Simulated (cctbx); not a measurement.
# Which space group?

Cell: a = 9.2650 Å, b = 9.2650 Å, c = 9.2650 Å, α = 90.00°, β = 90.00°, γ = 90.00°. Expected content of the cell: Pb8 Ce6 Rh24 Zr2.

The data are simulated with cctbx, not measured: Cu Kα, λ = 1.54184 Å, to d = 0.83 Å, 50 % of the full sphere, strongest reflection 40000 counts, noise from counting, a 1.5 % proportional error and a noise floor of 2 counts (s.d.); no absorption, some extinction.

A first pass over the reflections prints:

```text
2829 reflections to d = 0.835 A
centring   violations  <I/sigma> of those
    A       1160 of  1391     22.2
    B       1147 of  1392     22.0
    C       1159 of  1413     21.9
    I        956 of  1404     19.4
    R       1482 of  1915     24.5
    F       1733 of  2098     22.0
Laue class    unique    Rint  (classes that these axes allow; Friedel mates merged)
P -1             2122   0.012
P 1 2/m 1        1399   0.013
P 1 1 2/m        1382   0.013
P 2/m 1 1        1392   0.013
P m m m           846   0.014
P 4/m             762   0.014
P 4/m m m         471   0.015
R -3 :R           946   0.014
R -3 m :R         551   0.015
P m -3            294   0.016
P m -3 m          186   0.016
space group    extra absences  I>4sigma  <I/sigma>
P 4 3 2                 0          0         -  acentric
P 42 3 2               18          0       0.2  acentric
P -4 3 m                0          0         -  acentric
P -4 3 n              369          0      -0.0  acentric
P m -3 m                0          0         -  centric
P m -3 n              369          0      -0.0  centric
Wilson B = 0.34 A^2   <|E^2-1|> = 0.881 (0.968 centric, 0.736 acentric)   E^2>4: 2.4 %
shell (A)         n   <I/sigma>
 9.27 - 1.67     33     73.5
 1.67 - 1.33     22    105.5
 1.33 - 1.16     24     81.5
 1.16 - 1.05     24    103.9
 1.05 - 0.98     21     75.6
 0.98 - 0.92     22     87.4
 0.92 - 0.87     17     91.7
 0.87 - 0.84     23     88.5
```

**Question.** What are the lattice type, the Laue class and the likely space group?

Every centring test has many violations, so the lattice is primitive.

Rint stays low (0.012 to 0.016) up to P m -3 m, the highest class in these axes.

6 settings pass the absence test. The most absences obeyed, 369, belong to P -4 3 n and P m -3 n, which absences can't tell apart.

⟨|E²−1|⟩ = 0.881 leans to a centrosymmetric structure. The Wilson B of 0.34 Å² means U ≈ 0.0043 Å².

The true group is Pm-3n (no. 223), Laue class m-3m, centrosymmetric. The tables only narrow the choice to the tied entries; cell content, site symmetry and trial solutions must settle it.

This is a model crystal, built by substitution and not relaxed, with assumed displacement parameters.

[Logs are printed without paths, hosts, clocks, repeated set-up lines and the standing remarks that a program may print on its own settings, such as how far it seeks lower states.]
